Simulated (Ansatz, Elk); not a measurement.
# Rb3N: X-ray structure factors from the self-consistent density, part 2 of 2

The structure of Rb3N used here is made up (a known structure type with other elements) and was relaxed beforehand with r2SCAN. The aim is the Fourier transform of its all-electron density, F(hkl), set beside the sum over free spherical atoms that refinements use.

Elk 11.2.3 (patched build); all-electron DFT.

So far: The starting structure; Ground state and structure factors; The highest occupied states alone.

The structure was built from a prototype and need not be the compound's stable phase.

### 4. Another functional

Level of this step: DFT, LDA (Perdew-Wang), all-electron APW+lo, Dirac cores, scalar-relativistic bands, static density, no spin (Elk).

The difference from free atoms is small, so it is set against the change that LDA (Perdew-Wang) makes.

elk.in reads:

```
tasks
  0
  195

xctype
  3

spinpol
  .false.

rgkmax
  7.0

gmaxvr
  14.0

lmaxo
  7

lmaxapw
  8

swidth
  0.002

tshift
  .false.

ramdisk
  .false.

hmaxvr
  5.5

maxscl
  120

epspot
  1e-06

sppath
  './'

avec
  0.00000000000 7.19244473823 7.19244473823
  7.19244473823 0.00000000000 7.19244473823
  7.19244473823 7.19244473823 -0.00000000000

atoms
  2
  'Rb.in'
  3
  0.5000000000 0.5000000000 0.5000000000   0.000000 0.000000 0.000000
  0.2500000000 0.2500000000 0.2500000000   0.000000 0.000000 0.000000
  0.7500000000 0.7500000000 0.7500000000   0.000000 0.000000 0.000000
  'N.in'
  1
  0.0000000000 -0.0000000000 -0.0000000000   0.000000 0.000000 0.000000

ngridk
  5 5 5
```

On the command line:

```bash
$ OMP_NUM_THREADS=4 elk
```

Numbers of over 12 decimals in the logs are rounded to 6 here.

What it wrote:

```text
┌─────────────────────────┐
│ Elk code version 11.2.3 │
└─────────────────────────┘

All units are atomic (Hartree, Bohr, etc.)

┌─────────────────────────────────────────────────┐
│ Ground-state run starting from atomic densities │
└─────────────────────────────────────────────────┘

Lattice vectors :
   0.000000000       7.192444738       7.192444738
   7.192444738       0.000000000       7.192444738
   7.192444738       7.192444738      -0.000000000

Reciprocal lattice vectors :
 -0.4367906557      0.4367906557      0.4367906557
[...]
valence                     :    32.00000000
 interstitial                :    5.642102221
 muffin-tins (core leakage)
  species : 1 (Rb)
[...]
atom 3                    :    35.43819544     (  0.8816337864E-04)
  species : 2 (N)
   atom 1                    :    6.039406540     ( -0.4239273643E-05)
 total in muffin-tins        :    112.3578978
 total calculated charge     :    117.9996587
 total charge                :    118.0000000
 error                       :   0.3412795668E-03

┌──────────────────────────────┐
│ Self-consistent loop stopped │
└──────────────────────────────┘

Wrote STATE.OUT
[key lines of the parts left out:]
total energy                :     -8988.0787818797
```

The job ended after 13 s (4 threads of Arm Neoverse V1, shared host; peak memory 0.16 GiB; 23 s of CPU time).

Against the first run R = 0.06 %; the largest change is -0.055 at 220.

### 5. Basis size

The basis and the expansions that go with it are enlarged, to see whether the differences are converged.

elk.in: that of step 4 with these lines changed.

```diff
@@ -5,3 +5,3 @@
 xctype
-  3
+  20
 
@@ -11,12 +11,12 @@
 rgkmax
-  7.0
+  8.5
 
 gmaxvr
-  14.0
+  18.0
 
 lmaxo
-  7
+  9
 
 lmaxapw
-  8
+  10
```

On the command line:

```bash
$ OMP_NUM_THREADS=4 elk
```

What it wrote:

```text
┌─────────────────────────┐
│ Elk code version 11.2.3 │
└─────────────────────────┘

All units are atomic (Hartree, Bohr, etc.)

┌─────────────────────────────────────────────────┐
│ Ground-state run starting from atomic densities │
└─────────────────────────────────────────────────┘

Lattice vectors :
   0.000000000       7.192444738       7.192444738
   7.192444738       0.000000000       7.192444738
   7.192444738       7.192444738      -0.000000000

Reciprocal lattice vectors :
 -0.4367906557      0.4367906557      0.4367906557
[...]
valence                     :    32.00000000
 interstitial                :    5.544811106
 muffin-tins (core leakage)
  species : 1 (Rb)
[...]
atom 3                    :    35.45422337     (  0.9330817788E-04)
  species : 2 (N)
   atom 1                    :    6.089296538     ( -0.8942692808E-07)
 total in muffin-tins        :    112.4551889
 total calculated charge     :    117.9996944
 total charge                :    118.0000000
 error                       :   0.3056186066E-03

┌──────────────────────────────┐
│ Self-consistent loop stopped │
└──────────────────────────────┘

Wrote STATE.OUT
[key lines of the parts left out:]
total energy                :     -8999.0713213478
```

Elapsed: 49 s, on 4 threads; peak memory 0.34 GiB.

Against the first run R = 0.02 %; the largest change is +0.011 at 422.

### 6. Basis size

A smaller basis shows how fast F responds to it; the change is likely larger than the basis error of the first run, but doesn't show convergence.

elk.in: that of step 5 with these lines changed.

```diff
@@ -11,12 +11,12 @@
 rgkmax
-  8.5
+  5.5
 
 gmaxvr
-  18.0
+  14.0
 
 lmaxo
-  9
+  7
 
 lmaxapw
-  10
+  8
```

On the command line:

```bash
$ OMP_NUM_THREADS=4 elk
```

What it wrote:

```text
┌─────────────────────────┐
│ Elk code version 11.2.3 │
└─────────────────────────┘

All units are atomic (Hartree, Bohr, etc.)

┌─────────────────────────────────────────────────┐
│ Ground-state run starting from atomic densities │
└─────────────────────────────────────────────────┘

Lattice vectors :
   0.000000000       7.192444738       7.192444738
   7.192444738       0.000000000       7.192444738
   7.192444738       7.192444738      -0.000000000

Reciprocal lattice vectors :
 -0.4367906557      0.4367906557      0.4367906557
[...]
valence                     :    32.00000000
 interstitial                :    5.706195695
 muffin-tins (core leakage)
  species : 1 (Rb)
[...]
atom 3                    :    35.43596256     (  0.9299470706E-04)
  species : 2 (N)
   atom 1                    :    5.988799792     ( -0.9100892573E-07)
 total in muffin-tins        :    112.2938043
 total calculated charge     :    117.9996447
 total charge                :    118.0000000
 error                       :   0.3553234475E-03

┌──────────────────────────────┐
│ Self-consistent loop stopped │
└──────────────────────────────┘

Wrote STATE.OUT
[key lines of the parts left out:]
total energy                :     -8998.9754286133
```

Elapsed: 19 s, on 4 threads; peak memory 0.16 GiB.

Against the first run R = 0.04 %; the largest change is -0.077 at 400.

### 7. Settings against the effect

```
                              run  R against the first run (%)  R against neutral atoms, low angle (%)  wall time
                    PBE, rgkmax 7                         0.00                                    0.38       20 s
                LDA (Perdew-Wang)                         0.06                                    0.36       13 s
rgkmax 8.5 with larger expansions                         0.02                                    0.37       49 s
                       rgkmax 5.5                         0.04                                    0.45       19 s
```

### 8. Results

```json
{
  "R against neutral atoms, sin θ/λ < 0.3 Å⁻¹": "0.38 %",
  "R against neutral atoms, 0.3 to 0.82 Å⁻¹": "0.14 %"
}
```

**Reading.** Independent neutral atoms miss the calculated amplitudes by R = 0.38 % below 0.3 Å⁻¹ and 0.14 % from there to 0.82 Å⁻¹; by shells, 2.03 % below 0.15 Å⁻¹ (2 forms), 0.20 % 0.15 to 0.3 (6 forms), 0.11 % 0.3 to 0.45 (10 forms), 0.14 % above 0.45 (60 forms). Bonding, aspherical density and the tables' own atoms all enter these figures, and the runs don't part them. The largest change of an amplitude is -0.60 electrons, at 111. The window's part falls from 26.0 electrons at the origin to at most 0.46 between 0.45 and 0.82 Å⁻¹. The window holds more than the 8 outer electrons of the free atoms, so shallow core shells lie inside it. Below 0.3 Å⁻¹ the changes that finished (LDA (Perdew-Wang), rgkmax 8.5 with larger expansions and rgkmax 5.5) move F by R = 0.11 % at most, against the 0.38 % that separates it from free atoms. The k-mesh has no finished test. Part of the difference isn't bonding: the tables are fits to free atoms and ions calculated by other methods than this functional. Thermal motion, anomalous dispersion and extinction are left out.

[Logs are printed without paths, hosts, clocks, repeated set-up lines and the standing remarks that a program may print on its own settings, such as how far it seeks lower states.]

[Hosts, paths, dates, database ids (printed as entryN), source tags and the programs' standing remarks are cut or masked in the printed files.]
